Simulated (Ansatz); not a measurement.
## SiHg2 (model cell, started as antifluorite): the cell at rest

Wanted: the relaxed cell of SiHg2 (model cell, started as antifluorite).

Method: DFT PBEsol, scalar-relativistic, plane waves, PAW, in Ansatz 0.2.0.

The structure was built from a prototype and need not be the compound's stable phase.

## 1. Set-up

The structure is cubic, space group Fm-3m (No. 225). The conventional cell has a = 6.585 Å, b = 6.585 Å, c = 6.585 Å, α = 90.00°, β = 90.00°, γ = 90.00°. Nearest to Si lie 8 Hg at 2.85 Å. Nearest to Hg lie 4 Si at 2.85 Å. Farther neighbours are not listed.

## 2. Probe on a coarse mesh

First a cheap look: the gap decides the mesh and the occupations, the pressure tells how far the cell has to move.

Input file input.yaml:

```yaml
crystal:
  lattice:
    - [0.0, 3.29228, 3.29228]
    - [3.29228, 0.0, 3.29228]
    - [3.29228, 3.29228, 0.0]
  atoms:
    - { symbol: Si, position: [0.0, 0.0, 0.0] }
    - { symbol: Hg, position: [0.25, 0.25, 0.25] }
    - { symbol: Hg, position: [0.75, 0.75, 0.75] }
kpoints:
  mp_grid: { grid: [6, 6, 6] }
hamiltonian:
  xc: pbesol
scf:
  occupations: { method: gaussian, width: 0.1 }
output:
  forces: true
  stress: true
  eigenvalues: true
```

Launch:

```bash
$ ansatz run input.yaml --threads 4 --pin off --max-ram 7168MiB --backend cpu --events-out ev --progress --plain --runs-dir out
```

Numbers of over 12 decimals in the logs are rounded to 6 here.

The program printed:

```text
Engine: ansatz 0.2.0, aarch64-unknown-linux-gnu
Pseudopotentials: kind: paw
Pseudopotential: Si, paw, valence charge 4, recommended cutoff 420 eV (normal), Si.paw.azcp
Pseudopotential: Hg, paw, valence charge 20, recommended cutoff 420 eV (normal), Hg.paw.azcp
Functional definition: PBEsol
  exchange = pbesol_x
  correlation = pbesol_c
Crystal: 3 atoms, lattice volume = 71.371 Å³
[...]
k-point 0: bands = [... 18 lower, 5.3369, 10.8598, 12.5443, 12.6691, 12.6691, 12.6691, 13.4042, 13.4042, ... 1 higher]
  k-point 1: bands = [... 18 lower, 5.1905, 9.5582, 10.8462, 12.1158, 12.1158, 13.5216, 14.1438, 14.1438, ... 1 higher]
  k-point 2: bands = [... 18 lower, 4.8317, 7.0747, 10.3065, 11.6541, 11.6541, 14.6802, 14.6802, 15.1157, ... 1 higher]
  k-point 15: bands = [... 18 lower, 5.8790, 6.7594, 7.4567, 8.6896, 12.2594, 14.3006, 15.3916, 16.9188, ... 1 higher]
[key lines of the parts left out:]
SCF converged after 6 iterations
Free energy (F): -27956.650132 eV
Fermi energy:    11.343036 eV
P = ⅓ Tr σ = -3.5898 GPa (-35.898 kbar)
```

It took 1.2 s on 4 threads of Arm Neoverse V1, shared host; peak memory 0.33 GiB; 2.5 s of CPU time.

Numbers from this step:

| Property | Result |
| --- | --- |
| pressure | -3.590 GPa |
| volume per atom | 23.79 Å³ |
| gap on the k-mesh | 0 eV |

The coarse mesh shows no gap and a pressure of -3.6 GPa.

## 3. Relaxation

Harmonic phonons are second derivatives at a point where the forces vanish, and they are wanted at zero stress, so atoms and cell are relaxed first.

input.yaml: that of step 2 with these lines changed.

```diff
@@ -10,3 +10,3 @@
 kpoints:
-  mp_grid: { grid: [6, 6, 6] }
+  mp_grid: { grid: [10, 10, 10] }
 hamiltonian:
@@ -19 +19,6 @@
   eigenvalues: true
+relax:
+  adjacent_minimum: "off"
+  f_tol: 0.005
+  max_steps: 80
+  cell: { stress_tol: 0.05 }
```

The program printed:

```text
[...]
Crystal: 3 atoms, lattice volume = 71.371 Å³
Basis set: ecut = 420 eV, 1411 PW (Γ), exchange–correlation on 64×64×64 points (8 copies of the dense FFT grid, shifted against one another)
Bands: 27, of which v1, the nominal top of the filled ones, is band 22 counted from 1 (21 counted from 0)
Symmetry: 48 space group operations
[...]
k-points: 47 of 1000
[...]
SCF iter   1: F=—  HF=-27956.657909 eV  |F-HF|=—  |Δ(HF+E_count)|=         —  Δρ=4.49e-3  dr2=2.35e-2  ethr=1.77e-3  ⟨swp⟩=5.3  Hψ=5019  notcnv=0
[...]
SCF iter   7: F=-27956.651603 eV  HF=-27956.651603 eV  |F-HF|=4.56e-8  |Δ(HF+E_count)|=   8.35e-7  Δρ=6.03e-6  dr2=1.89e-8  ethr=2.27e-10  ⟨swp⟩=7.8  Hψ=5286  notcnv=0
SCF 1 converged in 7 iterations: F = -27956.651603 eV  dr2 = 1.89e-8
[...]
relax step   1: F+E_penalty+E_count = -27956.65160350 eV  Δ(F+E_penalty+E_count) = +0.000e0 eV  max|allowed force component| = 1.696e-17 eV/Å  Δτ_max = 0.0000 Å  P = -3.731 GPa  Ω = 71.371 Å³  (7 SCF iters, dr2 threshold 1.00e-7 eV, accepted)
Crystal: 3 atoms, lattice volume = 65.007 Å³
Basis set: ecut = 420 eV, 1243 PW (Γ), exchange–correlation on 64×64×64 points (8 copies of the dense FFT grid, shifted against one another)
[...]
iter 1 solved again at ethr=1.08e-4 eV; its pass at ethr=3.10e-3 eV (dr2=4.77e-2 eV) is discarded
[...]
SCF iter   7: F=-27956.710705 eV  HF=-27956.710705 eV  |F-HF|=1.28e-8  |Δ(HF+E_count)|=   3.24e-7  Δρ=4.32e-6  dr2=1.15e-8  ethr=6.82e-10  ⟨swp⟩=5.2  Hψ=4986  notcnv=0
SCF 2 converged in 7 iterations: F = -27956.710705 eV  dr2 = 1.15e-8
relax step   2: F+E_penalty+E_count = -27956.71070481 eV  Δ(F+E_penalty+E_count) = -5.910e-2 eV  max|allowed force component| = 5.243e-17 eV/Å  Δτ_max = 0.0000 Å  P = +1.363 GPa  Ω = 65.007 Å³  energy of the carried Pulay correction = +1.437e-3 eV  (7 SCF iters, dr2 threshold 3.00e-7 eV, accepted)
Crystal: 3 atoms, lattice volume = 66.596 Å³
Basis set: ecut = 420 eV, 1291 PW (Γ), exchange–correlation on 64×64×64 points (8 copies of the dense FFT grid, shifted against one another)
[...]
SCF iter   6: F=-27956.715771 eV  HF=-27956.715771 eV  |F-HF|=2.82e-8  |Δ(HF+E_count)|=   2.46e-7  Δρ=6.26e-6  dr2=5.11e-8  ethr=6.82e-10  ⟨swp⟩=4.9  Hψ=4749  notcnv=0
SCF 3 converged in 6 iterations: F = -27956.715771 eV  dr2 = 5.11e-8
relax step   3: F+E_penalty+E_count = -27956.71577087 eV  Δ(F+E_penalty+E_count) = -5.066e-3 eV  max|allowed force component| = 3.392e-17 eV/Å  Δτ_max = 0.0000 Å  P = -0.225 GPa  Ω = 66.596 Å³  energy of the carried Pulay correction = +1.066e-3 eV  (6 SCF iters, dr2 threshold 3.00e-7 eV, accepted)
[...]
relax step   4: F+E_penalty+E_count = -27956.71599553 eV  Δ(F+E_penalty+E_count) = -2.247e-4 eV  max|allowed force component| = 2.313e-17 eV/Å  Δτ_max = 0.0000 Å  P = -0.005 GPa  Ω = 66.360 Å³  energy of the carried Pulay correction = +1.121e-3 eV  (4 SCF iters, dr2 threshold 1.27e-7 eV, accepted)
[...]
SCF iter   6: F=-27956.714887 eV  HF=-27956.714887 eV  |F-HF|=1.46e-11  |Δ(HF+E_count)|=  1.46e-10  Δρ=1.48e-7  dr2=2.06e-11  ethr=1.00e-12  ⟨swp⟩=4.6  Hψ=5731  notcnv=0
SCF 5 converged in 6 iterations: F = -27956.714887 eV  dr2 = 2.06e-11
relax step   5: F+E_penalty+E_count = -27956.71488683 eV  Δ(F+E_penalty+E_count) = +1.109e-3 eV  max|allowed force component| = 2.853e-17 eV/Å  Δτ_max = 0.0000 Å  P = -0.008 GPa  Ω = 66.360 Å³  stress off target by 7.59e-3 GPa  SCF on the basis re-selected at this cell (its energy is not comparable with the rows above)  (6 SCF iters)
basis re-selected at this cell: Δ(F+E_penalty+E_count) = +1.109e-3 eV, ΔP = -0.002 GPa vs the last step (what re-selecting the basis moved, of the pressure what is left beyond the Pulay correction that the steps carried, after the strain that the cell walked since its last selection, with what the two solves' SCF thresholds leave and, on support functions, any second-order correction that the steps lacked; it is no m [...]
SCF converged after 6 iterations
Free energy (F): -27956.714887 eV
[...]
Internal energy: -27956.709901 eV  (E = F + TS)
E sigma→0 (E₀):  -27956.712394 eV
Entropy (-TS):   -0.004986 eV (-1.662 meV/atom)
Fermi energy:    12.686919 eV
[...]
--- Stress (GPa, compression-positive) ---
       -0.007587       0.000000       0.000000
        0.000000      -0.007587      -0.000000
        0.000000      -0.000000      -0.007587
  P = ⅓ Tr σ = -0.0076 GPa (-0.076 kbar)
--- Band table (eV; the first three rows and the last of 47) ---
  k-point 0: bands = [... 18 lower, 6.5075, 12.4228, 14.0722, 14.0722, 14.0722, 14.1934, 14.5613, 14.5613, ... 1 higher]
  k-point 1: bands = [... 18 lower, 6.4422, 11.8794, 12.7395, 13.7092, 13.7092, 14.5039, 15.0089, 15.0089, ... 1 higher]
  k-point 2: bands = [... 18 lower, 6.2613, 10.2727, 12.1675, 13.3037, 13.3037, 15.3922, 15.5808, 15.5808, ... 1 higher]
  k-point 46: bands = [... 18 lower, 7.1448, 7.9890, 8.3595, 9.5051, 14.2754, 16.1378, 16.2896, 17.8111, ... 1 higher]
--- Relaxed structure (4 steps of the walk, 4 accepted, 1 SCFs on fresh bases) ---
  F+E_penalty+E_count = -27956.71488683 eV   max|allowed force component| = 2.853e-17 eV/Å   (the final SCF, on the basis selected at the relaxed cell)
  cell:  # Å, volume = 66.3603 Å³
    - [0, 3.213361, 3.213361]
    - [3.213361, 0, 3.213361]
    - [3.213361, 3.213361, 0]
  atoms:
    - { symbol: Si, position: [0, 0, 0] }
    - { symbol: Hg, position: [0.250000, 0.250000, 0.250000] }
    - { symbol: Hg, position: [0.750000, 0.750000, 0.750000] }
```

It took 7.1 s on 4 threads; peak memory 0.42 GiB; 26 s of CPU time.

Step by step:

```csv
step,energy less that of the first step (eV),largest force component (eV/Å),pressure (GPa),volume (Å³)
1,0.0000,0.0000,-3.73,71.37
2,-0.0591,0.0000,1.36,65.01
3,-0.0642,0.0000,-0.23,66.60
4,-0.0644,0.0000,-0.01,66.36
5*,-0.0633,0.0000,-0.01,66.36
```

Relaxation steps marked * repeat the geometry before them on a plane-wave basis chosen anew for their cell, so energy and pressure can jump there.

Forces are held to the 48 operations that the run works with; a distortion that breaks them can't arise in this run.

```csv
"conventional cell, symmetrised",before,after,change
a (Å),6.585,6.427,-2.4 %
b (Å),6.585,6.427,-2.4 %
c (Å),6.585,6.427,-2.4 %
volume (Å³/atom),23.79,22.12,-7.0 %
```

The relaxed structure:

```cif
data_structure
_symmetry_space_group_name_H-M 'P 1'
_symmetry_Int_Tables_number 1
_cell_length_a 4.5444
_cell_length_b 4.5444
_cell_length_c 4.5444
_cell_angle_alpha 60.000
_cell_angle_beta 60.000
_cell_angle_gamma 60.000
_cell_volume 66.36
loop_
_atom_site_label
_atom_site_type_symbol
_atom_site_fract_x
_atom_site_fract_y
_atom_site_fract_z
_atom_site_occupancy
Si1 Si 0.00000 0.00000 0.00000 1
Hg2 Hg 0.25000 0.25000 0.25000 1
Hg3 Hg 0.75000 0.75000 0.75000 1
```

This step gave:

```yaml
pressure: -0.007587 GPa
volume_per_atom: 22.12 Å³
```

In this step the volume went from 23.79 to 22.12 Å³/atom.

## 4. Tight relaxation

Phonons need a cell at rest on their own settings, so the relaxation is repeated with tight tolerances on forces and stress on the k mesh and occupations of the first response run.

Input file input.yaml:

```yaml
crystal:
  lattice:
    - [0.0, 3.2133606144, 3.2133606144]
    - [3.2133606144, 0.0, 3.2133606144]
    - [3.2133606144, 3.2133606144, 0.0]
  atoms:
    - { symbol: Si, position: [0.0, 0.0, 0.0] }
    - { symbol: Hg, position: [0.25, 0.25, 0.25] }
    - { symbol: Hg, position: [0.75, 0.75, 0.75] }
kpoints:
  mp_grid: { grid: [12, 12, 12] }
hamiltonian:
  xc: pbesol
scf:
  occupations: { method: methfessel_paxton, width: 0.15 }
output:
  forces: true
  stress: true
  eigenvalues: true
relax:
  adjacent_minimum: "off"
  f_tol: 0.001
  max_steps: 60
  cell: { stress_tol: 0.01 }
```

The program printed:

```text
[...]
Crystal: 3 atoms, lattice volume = 66.360 Å³
Basis set: ecut = 420 eV, 1291 PW (Γ), exchange–correlation on 64×64×64 points (8 copies of the dense FFT grid, shifted against one another)
Bands: 27, of which v1, the nominal top of the filled ones, is band 22 counted from 1 (21 counted from 0)
Symmetry: 48 space group operations
[...]
k-points: 72 of 1728
[...]
--- Relaxed structure (1 steps of the walk, 1 accepted, 1 SCFs on fresh bases) ---
[...]
cell:  # Å, volume = 66.3603 Å³
    - [0.0, 3.2133606144, 3.2133606144]
    - [3.2133606144, 0.0, 3.2133606144]
    - [3.2133606144, 3.2133606144, 0.0]
  atoms:
    - { symbol: Si, position: [0.0, 0.0, 0.0] }
    - { symbol: Hg, position: [0.25, 0.25, 0.25] }
    - { symbol: Hg, position: [0.750000, 0.750000, 0.750000] }
[key lines of the parts left out:]
SCF converged after 7 iterations
Free energy (F): -27956.711675 eV
Fermi energy:    12.714249 eV
P = ⅓ Tr σ = -0.0064 GPa (-0.064 kbar)
```

Elapsed: 4.7 s, on 4 threads; peak memory 0.43 GiB.

Little changed from the start: no atom moved by 0.005 Å and no cell edge by 0.1 %.

This step gave:

- pressure: -0.006443 GPa

The forces vanish by symmetry and the pressure is -0.006 GPa, within the tolerances set. The cell now holds 22.12 Å³/atom.

## 5. What came out

```json
{
  "space group after relaxation (within 0.01 Å)": "Fm-3m",
  "lattice constant a": "6.427 Å",
  "lattice constant b": "6.427 Å",
  "lattice constant c": "6.427 Å",
  "volume per atom": "22.1 Å³"
}
```

In words: The forces vanish by symmetry and the pressure is -0.006 GPa, within the tolerances set. The cell now holds 22.12 Å³/atom. The relaxation keeps the symmetry of its start, so it says nothing on stability against lower symmetry. Spin-orbit coupling is left out, which can matter for the heavy elements here. The starting cell was built on a prototype and not taken from a measurement, so the phase need not exist.

[Logs are printed without paths, hosts, clocks, repeated set-up lines and the standing remarks that a program may print on its own settings, such as how far it seeks lower states.]

[Hosts, paths, dates, database ids (printed as entryN), source tags and the programs' standing remarks are cut or masked in the printed files.]
